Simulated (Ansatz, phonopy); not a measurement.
# ZnS (F-43m): phonons against volume, part 4 of 4

Aim: how the vibrations of ZnS shift with volume, and the expansion that follows.

Measurements to reproduce:
- bulk modulus 71.4 GPa near room temperature (given in “High-Throughput Prediction of Finite-Temperature Properties using the Quasi-Harmonic Approximation”, 2016, arXiv:1603.06924)

Ansatz 0.2.0; DFT LDA, scalar-relativistic, plane waves, PAW; PAW set soft_1.

So far. Step 13 (Lattice dynamics at this volume, V/V0 0.97): No mode is imaginary beyond numerical noise at the solved wavevectors. The highest zone-centre mode (no LO–TO term) moved by +5.3 % for a volume change of -3.0 %. Step 14 (A cell at another volume, V/V0 1.05): The run ends at a pressure of -3.79 GPa.

The database entry behind the starting cell differs from later determinations by our own check (about 0.1 % short), so it need not match the best structure at ambient conditions.

## Step 15: Lattice dynamics at this volume, V/V0 1.05

Phonons at this volume give one point of F(V, T); meshes stay fixed along the series.

File input.yaml:

```yaml
crystal:
  lattice:
    - [0.0, 2.6917810636, 2.6917810636]
    - [2.6917810636, 0.0, 2.6917810636]
    - [2.6917810636, 2.6917810636, 0.0]
  atoms:
    - { symbol: Zn, position: [0.25, 0.25, 0.25] }
    - { symbol: S, position: [0.0, 0.0, 0.0] }
kpoints:
  mp_grid: { grid: [12, 12, 12] }
hamiltonian:
  xc: lda
  pseudopotentials: { kind: paw, azcp: { folder: soft_1 }, xc_functional: pbe }
scf:
  occupations: { method: fixed }
  lower_state_search: "off"
output:
  eigenvalues: true
phonons:
  method: dfpt
  dielectric: true
  rigid_motions: translations
  qmesh: [4, 4, 4]
  temperatures: { t_max: 1000, t_step: 50 }
  qpath:
    path:
      - [[0.0, 0.0, 0.0], [-0.5, -0.5, 0.0], [-0.375, -0.375, 0.25]]
      - [[-0.375, 0.0, 0.375], [0.0, 0.0, 0.0], [0.0, 0.0, 0.5], [-0.5, -0.25, 0.25], [-0.5, -0.5, 0.0]]
    npoints: 10
```

Launch:

```
$ ansatz run input.yaml --threads 8 --pin off --max-ram 16384MiB --backend cpu --events-out ev --progress --plain --runs-dir out
```

Numbers of over 12 decimals in the logs are rounded to 6 here.

What it wrote:

```text
[...]
Crystal: 2 atoms, lattice volume = 39.008 Å³
Basis set: ecut = 420 eV, 749 PW (Γ), exchange–correlation on 54×54×54 points (8 copies of the dense FFT grid, shifted against one another)
Bands: 13, of which v1, the nominal top of the filled ones, is band 9 counted from 1 (8 counted from 0)
Symmetry: 24 space group operations
[...]
optical modes at Γ + LO–TO along q̂ = [0.0000, 1.0000, 0.0000]:
      ω (cm⁻¹)  modes    IR ((D/Å)²/amu)
        266.71      2             8.2915
        328.10      1             4.1458
  optical modes at Γ + LO–TO along q̂ = [0.0000, 0.0000, 1.0000]:
      ω (cm⁻¹)  modes    IR ((D/Å)²/amu)
        266.71      2             8.2915
        328.10      1             4.1458
--- Phonons (arbitrary-q DFPT): 8 irreducible q on the 4×4×4 mesh ---
[...]
interpolated dispersion: 63 rows × 6 modes
[...]
[key lines of the parts left out:]
SCF converged after 9 iterations
Free energy (F): -4117.419657 eV
Fermi energy:    5.638728 eV
```

Elapsed: 2 min, on 8 threads of Arm Neoverse V1, shared host; peak memory 2.4 GiB; 15 min of CPU time.

No mode is imaginary beyond numerical noise at the solved wavevectors. The highest zone-centre mode (no LO–TO term) moved by -8.3 % for a volume change of +5.0 %.

## Step 16: How the modes move with volume

This step: DFT LDA, scalar-relativistic, plane waves, PAW; PAW set soft_1 (phonopy 4.10.0).

This step gave:

```
share of modes with a negative Grüneisen parameter : 0.276
```

Mean Grüneisen, by row:

```csv
T (K),heat-capacity-weighted mean,root mean square
50,-0.219,0.708
100,0.319,1
200,0.691,1.19
300,0.775,1.231
500,0.82,1.252
800,0.835,1.259
```

Mean mode Grueneisen parameter against wavenumber:

```csv
wavenumber (cm⁻¹),mean mode Grueneisen parameter
6,-
18,-0.543
29,-0.571
41,-0.181
53,-0.491
65,-0.597
76,-0.672
88,-0.591
100,-0.246
112,0.0662
124,0.266
135,1.12
147,1.09
159,1.11
170,1.1
182,1.09
194,1.12
206,1.17
218,1.13
229,-
241,-
253,-
265,-
276,-
288,1.74
300,1.76
312,1.66
323,1.64
335,1.38
347,1.44
```

Volume series, by row:

```csv
V/V0,V (Å³/atom),pressure (GPa),E - E0 (meV/atom),gap (eV),zero-point energy (meV/atom),lowest on the path (cm⁻¹),highest at Gamma without the LO-TO term (cm⁻¹)
0.97,18.02,2.812,4.741,2.257,42.82,0,306.2
0.985,18.3,1.346,1.149,2.188,42.02,0,298.4
1,18.57,-0.006,0,2.119,41.23,0,290.7
1.015,18.85,-1.251,1.108,2.053,40.46,0,283.3
1.03,19.13,-2.398,4.292,1.987,39.7,0,276.1
1.05,19.5,-3.789,11.5,1.903,38.72,0,266.7
```

The optical frequency at Gamma without the LO-TO term, mode 4 by V/V0:

```csv
V/V0,"optical frequency at Gamma without the LO-TO term, mode 4 (cm⁻¹)"
0.9700,306
0.9850,298
1.0000,291
1.0150,283
1.0300,276
1.0500,267
```

Grüneisen at points, by row:

```csv
point,branch,frequency (cm⁻¹),mode Grüneisen parameter
Γ,4,290.7,1.73
Γ,6,347.1,1.15
X,1,92.4,-1.05
X,3,217.3,1.12
X,4,324.7,1.76
X,6,334.5,1.34
U,1,91.2,-0.9
U,2,116.5,0.11
U,3,202.5,1.18
U,4,318.4,1.41
U,5,318.7,1.77
U,6,350,1.57
K,1,91.2,-0.9
K,2,116.5,0.11
K,3,202.5,1.18
K,4,318.4,1.41
K,5,318.7,1.77
K,6,350,1.57
L,1,71.2,-1.37
L,3,200.1,0.86
L,4,305.5,1.79
L,6,346.4,1.43
W,1,106.1,-0.01
W,2,121.3,-0.13
W,3,197.2,1.26
W,4,311.8,1.39
W,5,328.5,1.73
W,6,349.5,1.59
```

## Step 17: Free-energy fit

This step gave:

| Item | Value |
| --- | --- |
| volume expansion coefficient at 300 K | 19.37 1e-6/K |
| isothermal bulk modulus at 300 K | 82.26 GPa |
| C_P at 300 K | 22.50 J/mol-atom/K |
| Grüneisen parameter at 300 K | 0.803 |

Energy (each curve on its own zero) against volume; values in meV/atom:

```csv
volume (Å³/atom),static,F at 0 K,F at 300 K,F at 900 K
18.018,4.74,6.73,7.72,12.4
18.296,1.15,2.34,3.01,5.97
18.575,0,0.41,0.7,1.87
18.854,1.11,0.74,0.62,-0.09
19.132,4.29,3.17,2.59,-0.08
19.504,11.5,9.39,8.14,2.73
```

Phonopy-qha, vinet fit of F(V) at each temperature; no electronic free energy. Qha vinet, by row:

```csv
T (K),fitted volume (Å³/atom),alpha_V (1e-6/K),B_T (GPa),C_P (J/mol-atom/K),Grueneisen
100,18.67,4.57,84.65,12.35,0.3513
150,18.68,10.85,84.14,17.06,0.6019
200,18.69,15.03,83.54,19.85,0.7138
250,18.71,17.65,82.91,21.48,0.7702
300,18.72,19.37,82.26,22.5,0.8029
350,18.74,20.59,81.61,23.16,0.8241
400,18.76,21.51,80.95,23.62,0.8391
450,18.78,22.24,80.29,23.96,0.8505
500,18.8,22.85,79.62,24.21,0.8597
550,18.83,23.39,78.96,24.41,0.8674
600,18.85,23.87,78.29,24.57,0.8743
650,18.87,24.32,77.62,24.71,0.8804
700,18.89,24.74,76.95,24.82,0.8861
750,18.92,25.14,76.28,24.92,0.8915
800,18.94,25.53,75.61,25.02,0.8966
850,18.97,25.92,74.94,25.1,0.9015
```

Table of volume expansion coefficient, phonopy-qha, Vinet by temperature:

```csv
temperature (K),"volume expansion coefficient, phonopy-qha, Vinet (1e-6/K)"
75,1.32
100,4.57
125,7.94
150,10.8
175,13.2
200,15.0
225,16.5
250,17.6
275,18.6
300,19.4
325,20.0
350,20.6
375,21.1
400,21.5
425,21.9
450,22.2
475,22.6
500,22.9
525,23.1
550,23.4
575,23.6
600,23.9
625,24.1
650,24.3
675,24.5
700,24.7
725,24.9
750,25.1
775,25.3
800,25.5
825,25.7
850,25.9
875,26.1
```

The fit gives a volume expansion of 19.4 × 10⁻⁶/K at 300 K.

## Step 18: What came out

| Property | Result |
| --- | --- |
| volume expansion coefficient at 300 K | 19.37 1e-6/K |
| isothermal bulk modulus at 300 K | 82.26 GPa |
| C_P at 300 K | 22.50 J/mol-atom/K |
| Grüneisen parameter at 300 K | 0.803 |
| mean mode Grüneisen parameter at 300 K | 0.775 |

Near room temperature ZnS expands by 19.4 × 10⁻⁶/K in volume by LDA, with C_P = 22.5 J/(mol K) per mole of atoms and B_T = 82.3 GPa. C_P at room temperature is 90 % of the classical 3R an atom, so the stiffest modes are still partly frozen out. A measured bulk modulus near room temperature is 71.4 GPa (arXiv:1603.06924); the calculated 82.3 GPa differs by +15 %. The table does not say whether its value is isothermal or adiabatic. The heat-capacity-weighted Grüneisen parameter goes from -0.219 at 50 K to 0.835 at 800 K; 28 % of the modes stiffen on expansion. Weighting γ by the density of states and each mode's heat capacity at 300 K, the lowest third of the frequency range (cuts at 120 and 240 cm⁻¹) pulls the cell inward, while the rest pushes it outward. Among the labelled points γ is largest for branch 4 at L (306 cm⁻¹, 1.8) and most negative for branch 1 at L (71.2 cm⁻¹, -1.4). The interpolation has no quadrupole term, so branches near the zone centre are less sure, since this crystal has sites that are not centres of inversion. The PAW files were made for PBE and are used here under another functional, for which the program regenerates the frozen cores.

[Logs are printed without paths, hosts, clocks, repeated set-up lines and the standing remarks that a program may print on its own settings, such as how far it seeks lower states.]

[Hosts, paths, dates, database ids (printed as entryN), source tags and the programs' standing remarks are cut or masked in the printed files.]

[A step with changed settings may run another functional than the one named; its input shows which.]

[Of the runs on displaced cells, only some may be shown.]
